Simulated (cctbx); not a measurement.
**EuMoS3 across an absorption edge**

Space group Pnma (no. 62), a = 7.0650 Å, b = 9.6950 Å, c = 6.9340 Å, α = 90.00°, β = 90.00°, γ = 90.00°.

| atom | mult. | x | y | z | Ueq (Å²) |
| --- | --- | --- | --- | --- | --- |
| Eu1 | 4 | 0.9895 | 3/4 | 0.0056 | 0.0049 |
| Mo1 | 4 | 0 | 1/2 | 1/2 | 0.0061 |
| S1 | 4 | 0.5160 | 3/4 | 0.9303 | 0.0055 |
| S2 | 8 | 0.2735 | 0.4613 | 0.7380 | 0.0112 |

This is a model crystal, built by substitution and not relaxed, with assumed displacement parameters.

Calculated with cctbx: free-atom f′ and f″ from the Sasaki tables, no fine structure; amplitudes in electrons.

```csv
E (eV),F 1 0 2,F 1 2 1,F 2 2 0,F 0 2 0
19400,17.7,302.3,209.1,46.9
19750,17.7,299.1,212.1,49.9
19880,17.7,296.3,214.8,52.6
19940,17.6,293.6,217.4,55.2
19970,17.6,291.0,220.0,57.8
19985,17.6,288.3,222.6,60.4
19992,17.6,285.9,225.0,62.8
19996,17.6,283.4,227.5,65.3
20004,17.6,282.9,228.7,66.2
20008,17.6,286.0,225.5,63.0
20015,17.6,288.8,222.8,60.2
20030,17.6,291.7,219.9,57.3
20060,17.6,294.5,217.1,54.4
20150,17.7,298.2,213.3,50.6
20400,17.7,302.3,209.1,46.4
```

**Question.** Which edge is crossed, and why do the reflections move as they do?

The K edge of Mo. The edge is at 20000 eV. f′ of Mo falls from -4.6 e at 19880 eV to -7.8 e at 4 eV below it, and f″ steps from 0.54 to 3.69 e across it. Over that approach |F| changes by -1 % (1 0 2), -4 % (1 2 1), +6 % (2 2 0) and +24 % (0 2 0): a reflection falls where Mo scatters in phase with the total and rises where it scatters against it; it hardly moves where the Mo term is small or cancels by symmetry. Above the edge the larger f″ enters the imaginary part, where it can add to or cancel the other atoms' f″. The structure is centrosymmetric, so Friedel mates stay equal.

[Logs are printed without paths, hosts, clocks, repeated set-up lines and the standing remarks that a program may print on its own settings, such as how far it seeks lower states.]
